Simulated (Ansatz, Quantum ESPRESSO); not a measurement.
# Work-function anisotropy of Ca, part 3 of 6

Which face of Ca holds its electrons most tightly, and does packing explain the order?

Quantum ESPRESSO 7.5; plane-wave DFT, PBE, GBRV ultrasoft pseudopotentials; geometry and cross-check by Ansatz 0.2.0 with PAW datasets.

So far. Step 2 (Geometry from Ansatz of (111)): The relaxation lowers the energy by 3 meV an atom. Held were the atoms numbered 3; the forces quoted are those on the free ones. Step 6 (Electrostatic potential of (111)): On (111) the work function under PBEsol lies +0.03 eV from PBE's.

## 7. Geometry from Ansatz of (100)

Level of this step: plane-wave DFT, PBE, Ansatz PAW (Ansatz 0.2.0).

File input.yaml:

```yaml
crystal:
  lattice:
    - [3.945655839, 0.0, 0.0]
    - [0.0, 3.945655839, 0.0]
    - [0.0, 0.0, 27.16]
  atoms:
    - { symbol: Ca, position: [0.0, 0.0, 0.29455081] }
    - { symbol: Ca, position: [0.5, 0.5, 0.397275405] }
    - { symbol: Ca, position: [0.0, 0.0, 0.5] }
    - { symbol: Ca, position: [0.5, 0.5, 0.602724595] }
    - { symbol: Ca, position: [0.0, 0.0, 0.70544919] }
kpoints:
  mp_grid: { grid: [8, 8, 1] }
hamiltonian:
  xc: pbe
scf:
  occupations: { method: fermi_dirac, width: 0.1 }
  convergence: { dr2_threshold: 1.0e-08 }
efield:
  axis: 3
  dipole_correction: true
  ramp_position: 0.97
  ramp_width: 0.04
relax:
  f_tol: 0.01
  constraints: [{ sites: [2] }]
output:
  write_potential: true
  write_density: true
  volumetric_format: npy
```

The run is started by

```sh
ansatz run input.yaml --threads 4 --pin off --max-ram 8192MiB --backend cpu --events-out ev --progress --plain --runs-dir out
```

Numbers of over 12 decimals in the logs are rounded to 6 here.

The program printed:

```text
[...]
Crystal: 5 atoms, lattice volume = 422.832 Å³
Basis set: ecut = 420 eV, 8299 PW (Γ), exchange–correlation on 54×54×384 points (8 copies of the dense FFT grid, shifted against one another)
Bands: 30, of which v1, the nominal top of the filled ones, is band 25 counted from 1 (24 counted from 0)
Symmetry: 8 space group operations
k-points: 15 of 64
[...]
SCF iter   1: F=—  HF=-9083.529248 eV  |F-HF|=—  |Δ(HF+E_count)|=         —  Δρ=2.10e-3  dr2=7.39e-1  ethr=1.77e-3  p=0.002 e·Å  D=7.02e-4 V/Å  ΔV_dip=-0.02 eV  dr2_dipole=1.75e-3  V_vac-E_F(+/−)=2.59/2.61 eV  ⟨swp⟩=13.6  Hψ=5875  notcnv=0
[...]
SCF iter   8: F=-9083.501674 eV  HF=-9083.501674 eV  |F-HF|=2.08e-9  |Δ(HF+E_count)|=   3.59e-9  Δρ=7.92e-7  dr2=7.83e-9  ethr=2.00e-11  p=0.000 e·Å  D=7.34e-6 V/Å  ΔV_dip=-0.00 eV  dr2_dipole=1.03e-11  V_vac-E_F(+/−)=2.78/2.78 eV  ⟨swp⟩=7.9  Hψ=3331  notcnv=0
SCF 1 converged in 8 iterations: F = -9083.501674 eV  dr2 = 7.83e-9
[...]
relax step   1: F+E_penalty+E_count = -9083.50167398 eV  Δ(F+E_penalty+E_count) = +0.000e0 eV  max|allowed force component| = 1.294e-1 eV/Å  Δτ_max = 0.0000 Å  (8 SCF iters, accepted)
Bands: 35, of which v1, the nominal top of the filled ones, is band 25 counted from 1 (24 counted from 0)
[...]
SCF iter   7: F=-9083.516324 eV  HF=-9083.516324 eV  |F-HF|=1.36e-9  |Δ(HF+E_count)|=   9.42e-8  Δρ=1.09e-6  dr2=9.26e-9  ethr=2.00e-11  p=0.000 e·Å  D=6.14e-6 V/Å  ΔV_dip=-0.00 eV  dr2_dipole=1.94e-12  V_vac-E_F(+/−)=2.78/2.78 eV  ⟨swp⟩=9.9  Hψ=3237  notcnv=0
SCF 2 converged in 7 iterations: F = -9083.516324 eV  dr2 = 9.26e-9
[...]
relax step   2: F+E_penalty+E_count = -9083.51632363 eV  Δ(F+E_penalty+E_count) = -1.465e-2 eV  max|allowed force component| = 7.449e-2 eV/Å  Δτ_max = 0.0894 Å  (7 SCF iters, accepted)
[...]
SCF iter   8: F=-9083.523154 eV  HF=-9083.523154 eV  |F-HF|=1.76e-10  |Δ(HF+E_count)|=   4.69e-9  Δρ=7.41e-7  dr2=3.70e-9  ethr=2.00e-11  p=0.000 e·Å  D=5.00e-6 V/Å  ΔV_dip=-0.00 eV  dr2_dipole=1.42e-14  V_vac-E_F(+/−)=2.77/2.77 eV  ⟨swp⟩=8.9  Hψ=3051  notcnv=0
SCF 3 converged in 8 iterations: F = -9083.523154 eV  dr2 = 3.70e-9
relax step   3: F+E_penalty+E_count = -9083.52315362 eV  Δ(F+E_penalty+E_count) = -6.830e-3 eV  max|allowed force component| = 7.673e-3 eV/Å  Δτ_max = 0.1220 Å  (8 SCF iters, accepted)
NSCF: frozen V_eff on 15 k-points
[...]
SCF converged after 8 iterations
Free energy (F): -9083.523154 eV
[...]
Internal energy: -9083.328627 eV  (E = F + TS)
E sigma→0 (E₀):  -9083.425891 eV
Entropy (-TS):   -0.194526 eV (-38.905 meV/atom)
Fermi energy:    1.174983 eV
Dipole field:    D = 0.000005 V/Å  (p = 0.000011 e·Å, saw-weighted, corrected)
Work function:   Φ+ = 2.7728 eV   Φ− = 2.7730 eV
[...]
--- Forces (eV/Å), atoms counted from 1 ---
  atom   1  Ca    -0.00000000     0.00000000    -0.00697682
  atom   2  Ca    -0.00000000     0.00000000     0.00767313
  atom   3  Ca     0.00000000     0.00000000    -0.00000703
  atom   4  Ca     0.00000000     0.00000000    -0.00767291
  atom   5  Ca     0.00000000     0.00000000     0.00698372
  max |Σ_I F_I| component: 9.51e-8 eV/Å
--- Band table (eV; the first three rows and the last of 15) ---
  k-point 0: bands = [... 21 lower, -2.2262, -1.4591, -0.5073, 0.3556, 1.6799, 1.7344, 1.7464, 1.9023, ... 6 higher]
  k-point 1: bands = [... 21 lower, -2.0599, -1.3013, -0.3593, 0.4949, 1.7149, 1.7443, 1.8272, 1.8823, ... 6 higher]
  k-point 2: bands = [... 21 lower, -1.5810, -0.8536, 0.0508, 0.8772, 1.4442, 1.6327, 1.8893, 1.9980, ... 6 higher]
  k-point 14: bands = [... 21 lower, 0.8258, 1.1151, 1.1447, 1.3691, 1.7100, 1.7100, 1.7179, 1.7179, ... 6 higher]
--- Relaxed structure (3 steps of the walk, 3 accepted, 0 SCFs on fresh bases) ---
  F+E_penalty+E_count = -9083.52315362 eV   max|allowed force component| = 7.673e-3 eV/Å
  atoms:
    - { symbol: Ca, position: [0, 0.0, 0.302335] }
    - { symbol: Ca, position: [0.5, 0.5, 0.399937] }
    - { symbol: Ca, position: [0.0, 0.0, 0.500000] }
    - { symbol: Ca, position: [0.5, 0.5, 0.600063] }
    - { symbol: Ca, position: [0, 0.0, 0.697664] }
```

Run time: 12 s. Hardware: 4 threads of Arm Neoverse V2, shared host; peak memory 0.71 GiB.

The steps of the relaxation:

```
step  energy less that of the first step (eV)  largest force component (eV/Å)
   1                                   0.0000                          0.1294
   2                                  -0.0147                          0.0745
   3                                  -0.0215                          0.0077
```

The atoms that moved most (Å):

```
atom     dx     dy      dz  length
 Ca5  0.000  0.000  -0.211   0.211
 Ca1  0.000  0.000   0.211   0.211
 Ca4  0.000  0.000  -0.072   0.072
 Ca2  0.000  0.000   0.072   0.072
```

The relaxation lowers the energy by 4 meV an atom. Held were the atoms numbered 3; the forces quoted are those on the free ones.

Numbers from this step:

| Item | Value |
| --- | --- |
| free energy | -9083.5232 eV |
| energy at zero smearing | -9083.4259 eV |
| smearing term TS | 0.1945 eV |
| Fermi energy | 1.175 eV |
| symmetry operations | 8 |
| work function of the upper face | 2.773 eV |
| work function of the lower face | 2.773 eV |
| dipole along the normal | 1.14e-5 e·Å |

## 8. Self-consistent run of (100), PBE

Level of this step: plane-wave DFT, PBE, GBRV ultrasoft pseudopotentials (Quantum ESPRESSO 7.5).

File 100.pbe.in:

```
&control
  prefix = '100.pbe'
  outdir = './out'
  pseudo_dir = './pseudo'
  calculation = 'scf'
  tprnfor = .true.
/
&system
  ibrav = 0
  nat = 5
  ntyp = 1
  ecutwfc = 40
  ecutrho = 200
  occupations = 'smearing'
  smearing = 'mv'
  degauss = 0.02
/
&electrons
  conv_thr = 1e-07
  mixing_beta = 0.4
  electron_maxstep = 120
  mixing_mode = 'local-TF'
/
ATOMIC_SPECIES
  Ca  40.0780  ca_pbe_v1.uspp.F.UPF
CELL_PARAMETERS angstrom
  3.94565583900000 0.00000000000000 0.00000000000000
  0.00000000000000 3.94565583900000 0.00000000000000
  0.00000000000000 0.00000000000000 27.16000000000000
ATOMIC_POSITIONS crystal
  Ca  -0.000000000000 0.000000000000 0.302335020356
  Ca  0.500000000000 0.500000000000 0.399937015863
  Ca  0.000000000000 0.000000000000 0.500000000000
  Ca  0.500000000000 0.500000000000 0.600062686676
  Ca  -0.000000000000 0.000000000000 0.697664441328
K_POINTS automatic
  8 8 1 0 0 0
```

The run is started by

```sh
OMP_NUM_THREADS=1 mpirun -n 4 pw.x -nk 4 -in 100.pbe.in > 100.pbe.out
```

The program printed:

```text
[banner, memory and clock lines left out]
Program PWSCF v.7.5 starts
[citation notice left out]

[...]
Message from routine setup:
[...]
bravais-lattice index     =            0
     lattice parameter (alat)  =       7.4562  a.u.
     unit-cell volume          =    2853.4139 (a.u.)^3
     number of atoms/cell      =            5
     number of atomic types    =            1
     number of electrons       =        50.00
     number of Kohn-Sham states=           30
     kinetic-energy cutoff     =      40.0000  Ry
     charge density cutoff     =     200.0000  Ry
     scf convergence threshold =      1.0E-07
     mixing beta               =       0.4000
     number of iterations used =            8  local-TF  mixing
     Exchange-correlation= SLA  PW   PBE  PBE
                           (   1   4   3   4   0   0   0)

[...]
PseudoPot. # 1 for Ca read from file:
     ./pseudo/ca_pbe_v1.uspp.F.UPF
     Pseudo is Ultrasoft + core correction, Zval = 10.0
     Generated by new atomic code, or converted to UPF format
     Using radial grid of  845 points,  6 beta functions with:
                l(1) =   0
                l(2) =   0
                l(3) =   1
                l(4) =   1
                l(5) =   2
                l(6) =   2
     Q(r) pseudized with  8 coefficients,  rinner =    1.500   1.500   1.500
                                                       1.500   1.500

     atomic species   valence    mass     pseudopotential
     Ca               10.00    40.07800     Ca( 1.00)

     16 Sym. Ops., with inversion, found

[...]
number of k points=    15  Marzari-Vanderbilt smearing, width (Ry)=  0.0200
[...]
Dense  grid:   136403 G-vectors     FFT dimensions: (  36,  36, 240)

     Smooth grid:    97403 G-vectors     FFT dimensions: (  32,  32, 216)

     Initial potential from superposition of free atoms

     starting charge      49.9727, renormalised to      50.0000

     negative rho (up, down):  2.097E-05 0.000E+00
     Starting wfcs are   50 randomized atomic wfcs

     per-process dynamical memory:   104.0 Mb

     Self-consistent Calculation

     iteration #  1     ecut=    40.00 Ry     beta= 0.40
     Davidson diagonalization with overlap
     ethr =  1.00E-02,  avg # of iterations =  3.2

     total energy              =    -374.56318078 Ry
     estimated scf accuracy    <       0.65089197 Ry

     iteration #  2     ecut=    40.00 Ry     beta= 0.40
[...]
total energy              =    -374.51726183 Ry
     estimated scf accuracy    <       0.47560085 Ry

     iteration #  3     ecut=    40.00 Ry     beta= 0.40
[...]
total energy              =    -374.56093534 Ry
     estimated scf accuracy    <       0.03857432 Ry

     iteration #  4     ecut=    40.00 Ry     beta= 0.40
[...]
total energy              =    -374.56267292 Ry
     estimated scf accuracy    <       0.02007640 Ry

     iteration #  5     ecut=    40.00 Ry     beta= 0.40
[...]
total energy              =    -374.55908106 Ry
     estimated scf accuracy    <       0.03199629 Ry

     iteration #  6     ecut=    40.00 Ry     beta= 0.40
[...]
total energy              =    -374.56008224 Ry
     estimated scf accuracy    <       0.00779722 Ry

[...]
iteration # 15     ecut=    40.00 Ry     beta= 0.40
[...]
negative rho (up, down):  1.386E-05 0.000E+00

[...]
total energy              =    -374.56060484 Ry
     estimated scf accuracy    <       0.00000151 Ry

     iteration # 16     ecut=    40.00 Ry     beta= 0.40
[...]
negative rho (up, down):  1.875E-05 0.000E+00

[...]
total energy              =    -374.56060488 Ry
     estimated scf accuracy    <       0.00000020 Ry

     iteration # 17     ecut=    40.00 Ry     beta= 0.40
[...]
negative rho (up, down):  1.469E-05 0.000E+00

[...]
total energy              =    -374.56060493 Ry
     estimated scf accuracy    <       0.00000014 Ry

     iteration # 18     ecut=    40.00 Ry     beta= 0.40
[...]
negative rho (up, down):  1.406E-05 0.000E+00

[...]
End of self-consistent calculation

          k = 0.0000 0.0000 0.0000 ( 12247 PWs)   bands (ev):

   -41.3981 -41.3977 -40.8162 -40.7251 -40.7245 -22.4184 -22.4181 -22.3132
   -22.3132 -22.3128 -22.3128 -21.8244 -21.7700 -21.7700 -21.7178 -21.6972
   -21.6773 -21.6773 -21.6733 -21.6733  -2.6480  -2.1971  -1.4301  -0.4772
     0.3877   1.7087   1.7633   1.7775   1.9299   2.3536

          k = 0.0000 0.1250 0.0000 ( 12261 PWs)   bands (ev):

   -41.3975 -41.3972 -40.8156 -40.7245 -40.7240 -22.4175 -22.4172 -22.3227
   -22.3224 -22.3124 -22.3120 -21.8225 -21.7828 -21.7686 -21.7135 -21.7008
   -21.6834 -21.6831 -21.6765 -21.6731  -2.4760  -2.0308  -1.2722  -0.3293
     0.5268   1.7459   1.7731   1.8564   1.9103   2.3125

[...]
the Fermi energy is     1.2147 ev

!    total energy              =    -374.56060493 Ry
     estimated scf accuracy    <       0.00000001 Ry
     smearing contrib. (-TS)   =      -0.00162240 Ry
     internal energy E=F+TS    =    -374.55898253 Ry

     The total energy is F=E-TS. E is the sum of the following terms:
     one-electron contribution =   -1461.84369709 Ry
     hartree contribution      =     725.32737087 Ry
     xc contribution           =     -58.80351547 Ry
     ewald contribution        =     420.76085916 Ry

     convergence has been achieved in  18 iterations

     negative rho (up, down):  1.406E-05 0.000E+00

     Forces acting on atoms (cartesian axes, Ry/au):

     atom    1 type  1   force =     0.00000000    0.00000000   -0.00023536
     atom    2 type  1   force =     0.00000000    0.00000000    0.00045951
     atom    3 type  1   force =     0.00000000    0.00000000    0.00000000
     atom    4 type  1   force =     0.00000000    0.00000000   -0.00045951
     atom    5 type  1   force =     0.00000000    0.00000000    0.00023536

     Total force =     0.000730     Total SCF correction =     0.000294
     SCF correction compared to forces is large: reduce conv_thr to get better values

[...]
```

It took 48 s on 4 MPI ranks; peak memory 0.69 GiB; 3.2 min of CPU time.

This step gave:

- free energy: -5096.1566 eV
- Fermi energy: 1.215 eV

## 9. Electrostatic potential of (100)

File 100.pbe.pot.in:

```
&inputpp
  prefix = '100.pbe'
  outdir = './out'
  filplot = '100.pbe.pot.dat'
  plot_num = 11
/
```

The run is started by

```sh
OMP_NUM_THREADS=1 mpirun -n 4 pp.x -in 100.pbe.pot.in > 100.pbe.pot.out
```

The program printed:

```text
[banner, memory and clock lines left out]
Program POST-PROC v.7.5 starts
[citation notice left out]

[...]
./out/100.pbe.save/

[...]
negative rho (up, down):  1.406E-05 0.000E+00

     Calling punch_plot, plot_num =  11
     Writing data to file  100.pbe.pot.dat
     Message from routine chdens:
     namelist plot not found or invalid, exiting
```

Run time: 0.91 s. Hardware: 4 MPI ranks; peak memory 0.14 GiB.

This step gave:

* work function of the upper face: 2.765 eV
* slope of the potential above: 0.002091 eV/Å
* upper vacuum line continued to the top atoms, over the Fermi level: 2.754 eV
* work function of the lower face: 2.765 eV
* slope of the potential below: -0.001640 eV/Å
* lower vacuum line continued to the bottom atoms, over the Fermi level: 2.756 eV

The potential energy, planar mean oscillates, so the rows of the table below give means over windows of 2.72 Å about each position, cut where the curve ends. Its maxima inside the range that stand out by 2 % of the span (Å: eV): 9.5: 0.426, 12.2: 0.555, 14.9: 0.555, 17.7: 0.427. Its minima: 8.3: -9.47, 10.9: -9.16, 13.6: -9.22, 16.3: -9.16, 18.9: -9.47.

Electrostatic potential energy of an electron; zero at the Fermi level. Table of potential energy, planar mean by z; means over each step:

z (Å), potential energy, planar mean (eV) and a bar from the least value:
```
     1.36       2.77 ##############################
     4.08       2.74 ##############################
     6.80      -0.54 ###############
     9.52      -3.68 
    12.24      -3.36 ##
    14.96      -3.35 ##
    17.68      -3.68 
    20.40      -0.37 ###############
    23.12       2.74 ##############################
    25.84       2.77 ##############################
```

## 10. Self-consistent run of (100), PBEsol

Level of this step: plane-wave DFT, PBEsol, GBRV ultrasoft pseudopotentials (Quantum ESPRESSO 7.5).

100.pbesol.in is the input of step 8 with these lines changed:

```diff
@@ -1,3 +1,3 @@
 &control
-  prefix = '100.pbe'
+  prefix = '100.pbesol'
   outdir = './out'
@@ -24,3 +24,3 @@
 ATOMIC_SPECIES
-  Ca  40.0780  ca_pbe_v1.uspp.F.UPF
+  Ca  40.0780  ca_pbesol_v1.uspp.F.UPF
 CELL_PARAMETERS angstrom
```

The run is started by

```sh
OMP_NUM_THREADS=1 mpirun -n 4 pw.x -nk 4 -in 100.pbesol.in > 100.pbesol.out
```

The program printed:

```text
[banner, memory and clock lines left out]
Program PWSCF v.7.5 starts
[...]
Message from routine setup:
[...]
number of electrons       =        50.00
     number of Kohn-Sham states=           30
     kinetic-energy cutoff     =      40.0000  Ry
     charge density cutoff     =     200.0000  Ry
[...]
number of k points=    15  Marzari-Vanderbilt smearing, width (Ry)=  0.0200
[...]
Dense  grid:   136403 G-vectors     FFT dimensions: (  36,  36, 240)
[...]
negative rho (up, down):  1.944E-05 0.000E+00
     Starting wfcs are   50 randomized atomic wfcs
[...]
estimated scf accuracy    <       0.64478364 Ry
[...]
estimated scf accuracy    <       0.47905718 Ry
[...]
estimated scf accuracy    <       0.03751582 Ry
[...]
estimated scf accuracy    <       0.01861231 Ry
[...]
estimated scf accuracy    <       0.03852278 Ry
[...]
estimated scf accuracy    <       0.00569079 Ry
[...]
estimated scf accuracy    <       0.09416786 Ry
[...]
estimated scf accuracy    <       0.04300653 Ry
[...]
negative rho (up, down):  2.717E-03 0.000E+00
[...]
estimated scf accuracy    <       0.01917711 Ry
[...]
negative rho (up, down):  2.562E-05 0.000E+00
[...]
estimated scf accuracy    <       0.00234353 Ry
[...]
negative rho (up, down):  6.484E-04 0.000E+00
[...]
estimated scf accuracy    <       0.00015061 Ry
[...]
negative rho (up, down):  1.198E-05 0.000E+00
[...]
estimated scf accuracy    <       0.00021297 Ry
[...]
negative rho (up, down):  3.679E-05 0.000E+00
[...]
estimated scf accuracy    <       0.00001432 Ry
[...]
negative rho (up, down):  5.881E-05 0.000E+00
[...]
estimated scf accuracy    <       0.00000734 Ry
[...]
negative rho (up, down):  6.203E-06 0.000E+00
[...]
estimated scf accuracy    <       0.00000095 Ry
[...]
negative rho (up, down):  1.451E-05 0.000E+00
[...]
the Fermi energy is     1.1634 ev
!    total energy              =    -374.14936483 Ry
     estimated scf accuracy    <       0.00000005 Ry
     smearing contrib. (-TS)   =      -0.00167774 Ry
     internal energy E=F+TS    =    -374.14768709 Ry
[...]
one-electron contribution =   -1462.05879894 Ry
     hartree contribution      =     725.22724714 Ry
     xc contribution           =     -58.07699445 Ry
     ewald contribution        =     420.76085916 Ry
     convergence has been achieved in  16 iterations
     negative rho (up, down):  1.451E-05 0.000E+00
[...]
Total force =     0.003477     Total SCF correction =     0.000768
[...]
```

Run time: 43 s. Hardware: 4 MPI ranks; peak memory 0.96 GiB.

Read from the output:

- free energy: -5090.5614 eV
- Fermi energy: 1.163 eV

## 11. Potential by pp.x of (100)

File 100.pbesol.pot.in:

```
&inputpp
  prefix = '100.pbesol'
  outdir = './out'
  filplot = '100.pbesol.pot.dat'
  plot_num = 11
/
```

The run is started by

```sh
OMP_NUM_THREADS=1 mpirun -n 4 pp.x -in 100.pbesol.pot.in > 100.pbesol.pot.out
```

Wall time 0.91 s (4 MPI ranks); peak memory 0.14 GiB.

This step gave:

```
work function of the upper face                                       : 2.802 eV
slope of the potential above                                          : 0.001959 eV/Å
upper vacuum line continued to the top atoms, over the Fermi level    : 2.791 eV
work function of the lower face                                       : 2.801 eV
slope of the potential below                                          : -0.001545 eV/Å
lower vacuum line continued to the bottom atoms, over the Fermi level : 2.793 eV
```

On (100) the work function under PBEsol lies +0.04 eV from PBE's.

[end of part 3 of 6]

[Logs are printed without paths, hosts, clocks, repeated set-up lines and the standing remarks that a program may print on its own settings, such as how far it seeks lower states.]

[Hosts, paths, dates, database ids (printed as entryN), source tags and the programs' standing remarks are cut or masked in the printed files.]

[Maps of the electrostatic potential energy from Ansatz leave out the sawtooth potential of an applied field or a dipole correction, so their vacuum need not be flat; planar profiles and work functions include it.]
